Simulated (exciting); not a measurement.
# Electron–core-hole interaction in the Se K spectrum of SnSe

Wanted: the near-edge spectrum and the bound core excitons at the Se K edge of SnSe.

Program: exciting sodium. Level of theory: X-ray absorption, core-level Bethe-Salpeter equation, exchange and statically screened direct term, Tamm-Dancoff, all-electron LAPW+lo LDA. Results are calculated unless marked as measured.

Most raw output is cut from this account.

## Step 1: The structure

The structure is cubic, space group Fm-3m (No. 225). Conventional cell: a = 6.020 Å, b = 6.020 Å, c = 6.020 Å, α = 90.00°, β = 90.00°, γ = 90.00°. Nearest to Sn lie 6 Se at 3.01 Å. Nearest to Se lie 6 Sn at 3.01 Å. Farther neighbours and most contacts between anions are not listed.

Coordinates:

```xyz
2
Lattice="0.0000 3.0100 3.0100 3.0100 0.0000 3.0100 3.0100 3.0100 0.0000" Properties=species:S:1:pos:R:3 pbc="T T T"
Sn    0.0000    0.0000    0.0000
Se    3.0100    3.0100    3.0100
```

Differences between curves are given as r.m.s. difference over r.m.s. height.

## Step 2: Ground state

The species files are the program's own, with muffin-tin radii set in the input.

The input, input.xml:

```
<input>
  <title>SnSe</title>
  <structure speciespath="." autormt="false" epslat="1.0e-5">
    <crystal>
      <basevect>0.0000000000 5.6880756341 5.6880756341</basevect>
      <basevect>5.6880756341 0.0000000000 5.6880756341</basevect>
      <basevect>5.6880756341 5.6880756341 0.0000000000</basevect>
    </crystal>
    <species speciesfile="Sn.xml" rmt="2.300">
      <atom coord="0.0000000000 0.0000000000 0.0000000000"/>
    </species>
    <species speciesfile="Se.xml" rmt="2.300">
      <atom coord="0.5000000000 0.5000000000 0.5000000000"/>
    </species>
  </structure>
  <groundstate do="fromscratch" xctype="LDA_PW" ngridk="4 4 4" rgkmax="7" gmaxvr="14" nempty="8" swidth="0.001" maxscl="100" epsengy="1e-5"/>
</input>
```

On the command line:

```bash
> OMP_NUM_THREADS=1 mpirun -n 2 exciting
```

Run time: 16 s. Hardware: 2 MPI ranks of Arm Neoverse V2, shared host.

The warnings file holds hints only, no warning.

The mesh shows a gap of 0.58 eV. Core levels (Dirac, from the valence top):

```csv
atom,level,energy (eV)
Se,2s1/2,-1598.4
Se,2p1/2,-1434.8
Se,2p3/2,-1393.1
Se,3s1/2,-207.0
Se,3p1/2,-151.0
Se,3p3/2,-145.1
```

## Step 3: A richer basis for the empty states

Each species file gets more local orbitals, built from u and its energy derivative at 0.15 Ha and u at 0.9 Ha.

input.xml is that of step 2.

The input, SPECIES.xml, added lines:

```
<lo l="L">  <!-- L = 0, 1, 2 -->
  <wf matchingOrder="0" trialEnergy="0.1500" searchE="false"/>
  <wf matchingOrder="1" trialEnergy="0.1500" searchE="false"/>
  <wf matchingOrder="0" trialEnergy="0.9000" searchE="false"/>
</lo>
```

On the command line:

```bash
> OMP_NUM_THREADS=1 mpirun -n 2 exciting
```

Elapsed: 15 s, on 2 MPI ranks.

Against the first ground state the total energy moves by -4 meV an atom and the gap by 0.00 eV.

## Step 4: Screening, kernels and BSE for Se atom 2

The absorber has 6 Sn at 3.01 Å (octahedral, site symmetry m-3m).

Edit input.xml of step 3 so:

```diff
@@ -15,3 +15,20 @@
   </structure>
-  <groundstate do="fromscratch" xctype="LDA_PW" ngridk="4 4 4" rgkmax="7" gmaxvr="14" nempty="8" swidth="0.001" maxscl="100" epsengy="1e-5"/>
+  <groundstate do="skip" xctype="LDA_PW" ngridk="4 4 4" rgkmax="7" gmaxvr="14" nempty="8" swidth="0.001" maxscl="100" epsengy="1e-5"/>
+  <xs xstype="BSE" ngridk="5 5 5" ngridq="5 5 5" vkloff="0.097 0.273 0.493" rgkmax="7" nempty="25" gqmax="3" lmaxapwwf="5" lmaxemat="2" broad="0.04300" tevout="true">
+    <energywindow intv="457.991 459.608" points="439"/>
+    <screening screentype="full" nempty="44"/>
+    <BSE xas="true" xasspecies="2" xasatom="1" xasedge="K" bsetype="singlet" nstlxas="1 21"/>
+    <qpointset>
+      <qpoint>0 0 0</qpoint>
+    </qpointset>
+    <plan>
+      <doonly task="xsgeneigvec"/>
+      <doonly task="writepmatxs"/>
+      <doonly task="scrgeneigvec"/>
+      <doonly task="scrwritepmat"/>
+      <doonly task="screen"/>
+      <doonly task="scrcoulint"/>
+      <doonly task="exccoulint"/>
+    </plan>
+  </xs>
 </input>
```

The input, input.xml for the last start (plan only):

```
  <plan>
    <doonly task="bse"/>
  </plan>
```

On the command line:

```bash
> OMP_NUM_THREADS=1 mpirun -n 2 exciting
> OMP_NUM_THREADS=2 exciting
```

The job ended after 33 min (2 MPI ranks).

Wall time by task: xsgeneigvec 5.7 s, writepmatxs 14 s, scrgeneigvec 4.1 s, scrwritepmat 2.3 s, screen 2.7 min, scrcoulint 11 min, exccoulint 17 min, bse 99 s.

The Se K spectrum of Se atom 2 (energy from the Kohn–Sham onset, core level to the lowest empty state found on the meshes used, 12474.32 eV; the shifted mesh sets it, since it comes nearer the band minimum than the ground-state mesh; Im ε scaled to the maximum of the singlet run; cut below the end of the band set):

```csv
E (eV),Im ε
-7.5,0.03
-7.0,0.03
-6.5,0.03
-6.0,0.03
-5.5,0.04
-5.0,0.04
-4.5,0.05
-4.0,0.06
-3.5,0.07
-3.0,0.08
-2.5,0.10
-2.0,0.12
-1.5,0.16
-1.0,0.21
-0.5,0.28
0.0,0.40
0.5,0.55
1.0,0.72
1.5,0.87
2.0,0.97
2.5,1.00
3.0,0.95
3.5,0.84
4.0,0.70
4.5,0.57
5.0,0.45
5.5,0.36
6.0,0.29
6.5,0.24
7.0,0.22
7.5,0.21
8.0,0.22
8.5,0.23
9.0,0.24
9.5,0.27
10.0,0.29
10.5,0.32
11.0,0.34
11.5,0.36
12.0,0.37
12.5,0.37
13.0,0.38
13.5,0.38
14.0,0.37
14.5,0.36
15.0,0.35
15.5,0.34
16.0,0.33
16.5,0.33
17.0,0.35
17.5,0.37
18.0,0.38
18.5,0.39
19.0,0.39
```

Maxima (height): 2.5 eV (1.00) and 13.3 eV (0.38).

The Hamiltonian has 5250 rows. The lowest groups of eigenvalues and the brightest ones, on the scale above. Core spinors bring spin-forbidden partners, so dark means forbidden by spin or by symmetry, and the shifted mesh splits states that symmetry would keep together:

```csv
energy (eV),states within 10 meV,relative strength
-0.034,2,0.12
0.005,2,0.076
0.165,2,0.044
0.204,2,0.026
0.314,2,0.070
0.360,2,0.24
1.761,4,0.60
1.953,4,0.66
2.171,2,0.77
2.182,4,0.79
2.545,2,0.60
2.559,2,0.57
2.668,4,1.00
```

## Step 5: Independent particles

Edit input.xml of step 4 so:

```diff
@@ -19,3 +19,3 @@
     <screening screentype="full" nempty="44"/>
-    <BSE xas="true" xasspecies="2" xasatom="1" xasedge="K" bsetype="singlet" nstlxas="1 21"/>
+    <BSE xas="true" xasspecies="2" xasatom="1" xasedge="K" bsetype="IP" nstlxas="1 21"/>
     <qpointset>
@@ -24,9 +24,3 @@
     <plan>
-      <doonly task="xsgeneigvec"/>
-      <doonly task="writepmatxs"/>
-      <doonly task="scrgeneigvec"/>
-      <doonly task="scrwritepmat"/>
-      <doonly task="screen"/>
-      <doonly task="scrcoulint"/>
-      <doonly task="exccoulint"/>
+      <doonly task="bse"/>
     </plan>
```

On the command line:

```bash
> OMP_NUM_THREADS=2 exciting
```

The job ended after 3 s (2 threads).

Maxima (height): 3.8 eV (0.85) and 14.1 eV (0.39). The spectrum differs from the singlet run by 31 % r.m.s. Moving the earlier curve by +1.1 eV leaves 15 %. The highest maximum lies at 3.8 eV (0.85), against 2.5 eV (1.00).

## Step 6: Exchange alone

Edit input.xml of step 5 so:

```diff
@@ -19,3 +19,3 @@
     <screening screentype="full" nempty="44"/>
-    <BSE xas="true" xasspecies="2" xasatom="1" xasedge="K" bsetype="IP" nstlxas="1 21"/>
+    <BSE xas="true" xasspecies="2" xasatom="1" xasedge="K" bsetype="RPA" nstlxas="1 21"/>
     <qpointset>
```

On the command line:

```bash
> OMP_NUM_THREADS=2 exciting
```

Elapsed: 98 s, on 2 threads.

Maxima (height): 3.8 eV (0.85) and 14.1 eV (0.39). The spectrum is that of the independent-particle run within 1 %.

## Step 7: Direct term alone

Edit input.xml of step 6 so:

```diff
@@ -19,3 +19,3 @@
     <screening screentype="full" nempty="44"/>
-    <BSE xas="true" xasspecies="2" xasatom="1" xasedge="K" bsetype="RPA" nstlxas="1 21"/>
+    <BSE xas="true" xasspecies="2" xasatom="1" xasedge="K" bsetype="triplet" nstlxas="1 21"/>
     <qpointset>
```

On the command line:

```bash
> OMP_NUM_THREADS=2 exciting
```

The job ended after 1.8 min (2 threads).

Maxima (height): 2.5 eV (1.00) and 13.3 eV (0.38). The spectrum is that of the singlet run within 1 %.

## Step 8: Broadening

Changed against the first singlet run: half width (eV) from 1.17 to 3.51.

Edit input.xml of step 7 so:

```diff
@@ -16,6 +16,6 @@
   <groundstate do="skip" xctype="LDA_PW" ngridk="4 4 4" rgkmax="7" gmaxvr="14" nempty="8" swidth="0.001" maxscl="100" epsengy="1e-5"/>
-  <xs xstype="BSE" ngridk="5 5 5" ngridq="5 5 5" vkloff="0.097 0.273 0.493" rgkmax="7" nempty="25" gqmax="3" lmaxapwwf="5" lmaxemat="2" broad="0.04300" tevout="true">
+  <xs xstype="BSE" ngridk="5 5 5" ngridq="5 5 5" vkloff="0.097 0.273 0.493" rgkmax="7" nempty="25" gqmax="3" lmaxapwwf="5" lmaxemat="2" broad="0.12899" tevout="true">
     <energywindow intv="457.991 459.608" points="439"/>
     <screening screentype="full" nempty="44"/>
-    <BSE xas="true" xasspecies="2" xasatom="1" xasedge="K" bsetype="triplet" nstlxas="1 21"/>
+    <BSE xas="true" xasspecies="2" xasatom="1" xasedge="K" bsetype="singlet" nstlxas="1 21"/>
     <qpointset>
```

On the command line:

```bash
> OMP_NUM_THREADS=2 exciting
```

Wall time 1.7 min (2 threads).

Against the singlet run the r.m.s. difference is 37 %. The highest maximum lies at 2.7 eV (0.51), against 2.5 eV (1.00). Only the width of each line changes; the area stays. A table step wider than the lines misses their tops.

```csv
E (eV),first run,this run
-11.0,0.01,0.04
-10.0,0.02,0.05
-9.0,0.02,0.06
-8.0,0.02,0.06
-7.0,0.03,0.08
-6.0,0.03,0.09
-5.0,0.04,0.11
-4.0,0.06,0.14
-3.0,0.08,0.17
-2.0,0.12,0.22
-1.0,0.21,0.29
0.0,0.40,0.37
1.0,0.72,0.45
2.0,0.97,0.50
3.0,0.95,0.51
4.0,0.70,0.47
5.0,0.45,0.42
6.0,0.29,0.36
7.0,0.22,0.33
8.0,0.22,0.30
9.0,0.24,0.30
10.0,0.29,0.30
11.0,0.34,0.31
12.0,0.37,0.32
13.0,0.38,0.32
14.0,0.37,0.32
15.0,0.35,0.31
16.0,0.33,0.31
17.0,0.35,0.31
18.0,0.38,0.30
19.0,0.39,0.30
```

## Step 9: Another input

In this try the input is made faulty on purpose, to show what that does.

Edit input.xml of step 8 so:

```diff
@@ -16,3 +16,3 @@
   <groundstate do="skip" xctype="LDA_PW" ngridk="4 4 4" rgkmax="7" gmaxvr="14" nempty="8" swidth="0.001" maxscl="100" epsengy="1e-5"/>
-  <xs xstype="BSE" ngridk="5 5 5" ngridq="5 5 5" vkloff="0.097 0.273 0.493" rgkmax="7" nempty="25" gqmax="3" lmaxapwwf="5" lmaxemat="2" broad="0.12899" tevout="true">
+  <xs xstype="BSE" ngridk="5 5 5" ngridq="5 5 5" vkloff="0.097 0.273 0.493" rgkmax="7" nempty="25" gqmax="0.6" lmaxapwwf="5" lmaxemat="2" broad="0.04300" tevout="true">
     <energywindow intv="457.991 459.608" points="439"/>
@@ -24,3 +24,6 @@
     <plan>
-      <doonly task="bse"/>
+      <doonly task="xsgeneigvec"/>
+      <doonly task="screen"/>
+      <doonly task="scrcoulint"/>
+      <doonly task="exccoulint"/>
     </plan>
```

The input, input.xml for the last start (plan only):

```
  <plan>
    <doonly task="bse"/>
  </plan>
```

On the command line:

```bash
> OMP_NUM_THREADS=1 mpirun -n 2 exciting
> OMP_NUM_THREADS=2 exciting
```

Elapsed: 6.6 min, on 2 MPI ranks.

The input has a fault: the cutoff of the kernels is far too low. Against the singlet run the r.m.s. difference is 16 %. Moving the earlier curve by +0.5 eV leaves 9 %. The highest maximum lies at 3.1 eV (0.90), against 2.5 eV (1.00). The kernels miss the short-range part of the Coulomb interaction, its components above their cutoff.

```csv
E (eV),first run,this run
-7.0,0.03,0.02
-6.0,0.03,0.03
-5.0,0.04,0.04
-4.0,0.06,0.05
-3.0,0.08,0.06
-2.0,0.12,0.09
-1.0,0.21,0.15
0.0,0.40,0.28
1.0,0.72,0.50
2.0,0.97,0.76
3.0,0.95,0.90
4.0,0.70,0.77
5.0,0.45,0.52
6.0,0.29,0.32
7.0,0.22,0.24
8.0,0.22,0.22
9.0,0.24,0.24
10.0,0.29,0.28
11.0,0.34,0.33
12.0,0.37,0.37
13.0,0.38,0.39
14.0,0.37,0.39
15.0,0.35,0.37
16.0,0.33,0.35
17.0,0.35,0.37
18.0,0.38,0.41
19.0,0.39,0.44
```

## Step 10: Ground state with other settings

The input, input.xml:

```
<input>
  <title>SnSe</title>
  <structure speciespath="." autormt="false" epslat="1.0e-5">
    <crystal>
      <basevect>0.0000000000 5.6880756341 5.6880756341</basevect>
      <basevect>5.6880756341 0.0000000000 5.6880756341</basevect>
      <basevect>5.6880756341 5.6880756341 0.0000000000</basevect>
    </crystal>
    <species speciesfile="Sn.xml" rmt="2.300">
      <atom coord="0.0000000000 0.0000000000 0.0000000000"/>
    </species>
    <species speciesfile="Se.xml" rmt="2.300">
      <atom coord="0.5000000000 0.5000000000 0.5000000000"/>
    </species>
  </structure>
  <groundstate do="fromscratch" xctype="LDA_PW" ngridk="4 4 4" rgkmax="4.5" gmaxvr="14" nempty="8" swidth="0.001" maxscl="100" epsengy="1e-5"/>
</input>
```

SPECIES.xml, added lines is that of step 3.

On the command line:

```bash
> OMP_NUM_THREADS=1 mpirun -n 2 exciting
```

It took 15 s on 2 MPI ranks.

Against the second ground state the total energy moves by 4914 meV an atom and the gap by 0.16 eV.

## Step 11: Another input

Edit input.xml of step 10 so:

```diff
@@ -15,3 +15,20 @@
   </structure>
-  <groundstate do="fromscratch" xctype="LDA_PW" ngridk="4 4 4" rgkmax="4.5" gmaxvr="14" nempty="8" swidth="0.001" maxscl="100" epsengy="1e-5"/>
+  <groundstate do="skip" xctype="LDA_PW" ngridk="4 4 4" rgkmax="4.5" gmaxvr="14" nempty="8" swidth="0.001" maxscl="100" epsengy="1e-5"/>
+  <xs xstype="BSE" ngridk="5 5 5" ngridq="5 5 5" vkloff="0.097 0.273 0.493" rgkmax="4.5" nempty="25" gqmax="3" lmaxapwwf="5" lmaxemat="2" broad="0.04300" tevout="true">
+    <energywindow intv="458.003 459.620" points="439"/>
+    <screening screentype="full" nempty="44"/>
+    <BSE xas="true" xasspecies="2" xasatom="1" xasedge="K" bsetype="singlet" nstlxas="1 21"/>
+    <qpointset>
+      <qpoint>0 0 0</qpoint>
+    </qpointset>
+    <plan>
+      <doonly task="xsgeneigvec"/>
+      <doonly task="writepmatxs"/>
+      <doonly task="scrgeneigvec"/>
+      <doonly task="scrwritepmat"/>
+      <doonly task="screen"/>
+      <doonly task="scrcoulint"/>
+      <doonly task="exccoulint"/>
+    </plan>
+  </xs>
 </input>
```

On the command line:

```bash
> OMP_NUM_THREADS=1 mpirun -n 2 exciting
```

Run time: 8.3 min. Hardware: 2 MPI ranks.

The run was cut off at its time limit.

What this input changed: basis cutoff rgkmax from 7 to 4.5.

## Step 12: From independent particles to the full kernel

```csv
level,curve passes 0.15 (eV),highest maximum (eV),its height
IP,-0.4,3.8,0.85
RPA,-0.4,3.8,0.85
direct only,-1.5,2.5,1.00
singlet,-1.5,2.5,1.00
```

```csv
E (eV),IP,RPA,direct only,singlet
-7.0,0.02,0.02,0.03,0.03
-6.0,0.03,0.03,0.03,0.03
-5.0,0.03,0.03,0.04,0.04
-4.0,0.04,0.04,0.06,0.06
-3.0,0.05,0.05,0.08,0.08
-2.0,0.07,0.07,0.12,0.12
-1.0,0.11,0.11,0.21,0.21
0.0,0.20,0.20,0.40,0.40
1.0,0.35,0.35,0.72,0.72
2.0,0.55,0.55,0.97,0.97
3.0,0.77,0.77,0.95,0.95
4.0,0.84,0.84,0.70,0.70
5.0,0.65,0.65,0.45,0.45
6.0,0.39,0.39,0.29,0.29
7.0,0.26,0.26,0.22,0.22
8.0,0.23,0.23,0.22,0.22
9.0,0.24,0.24,0.24,0.24
10.0,0.27,0.27,0.29,0.29
11.0,0.32,0.32,0.34,0.34
12.0,0.35,0.35,0.37,0.37
13.0,0.38,0.38,0.38,0.38
14.0,0.39,0.39,0.37,0.37
15.0,0.38,0.38,0.35,0.35
16.0,0.36,0.36,0.33,0.33
17.0,0.37,0.37,0.35,0.35
18.0,0.42,0.42,0.38,0.38
19.0,0.46,0.46,0.39,0.39
```

## Step 13: Results

```
absorber and edge   : Se K, atom 2
surroundings        : 6 Sn at 3.01 Å (octahedral, site symmetry m-3m)
first bright state  : -0.03 eV from the Kohn–Sham onset, on this mesh
highest maximum     : 2.5 eV
cost of the BSE run : 33 min on 2 MPI ranks of Arm Neoverse V2, shared host; the last task ran on as many threads
```

**Reading.** Is a core exciton bound? Undecided on this mesh: the first bright state (over 5 % of the brightest) lies at -0.03 eV from the Kohn–Sham onset. Changing the half width (eV) from 1.17 to 3.51 alters the spectrum by 37 % r.m.s. Exchange alone changes the independent-particle spectrum by 0.0 % r.m.s. Leaving exchange out of the full kernel changes the spectrum by 0.0 % r.m.s. Binding energies aren't converged on 125 k points. Exchange and the short-range direct term aren't converged in the kernel cutoff. The zero comes from the shifted mesh, which comes near the band minimum without meeting it. The Kohn–Sham onset, 12474 eV, is no photon energy (tabulated edge of the element: 12658 eV): the scale needs a rigid shift. No quasiparticle correction widens the gap or stretches the bands. Vibrations and energy-dependent lifetimes are left out. The structure is a published determination, not relaxed.

[Logs are printed without paths, hosts, clocks, repeated set-up lines and the standing remarks that a program may print on its own settings, such as how far it seeks lower states.]

[Hosts, paths, dates, database ids (printed as entryN), source tags and the programs' standing remarks are cut or masked in the printed files.]
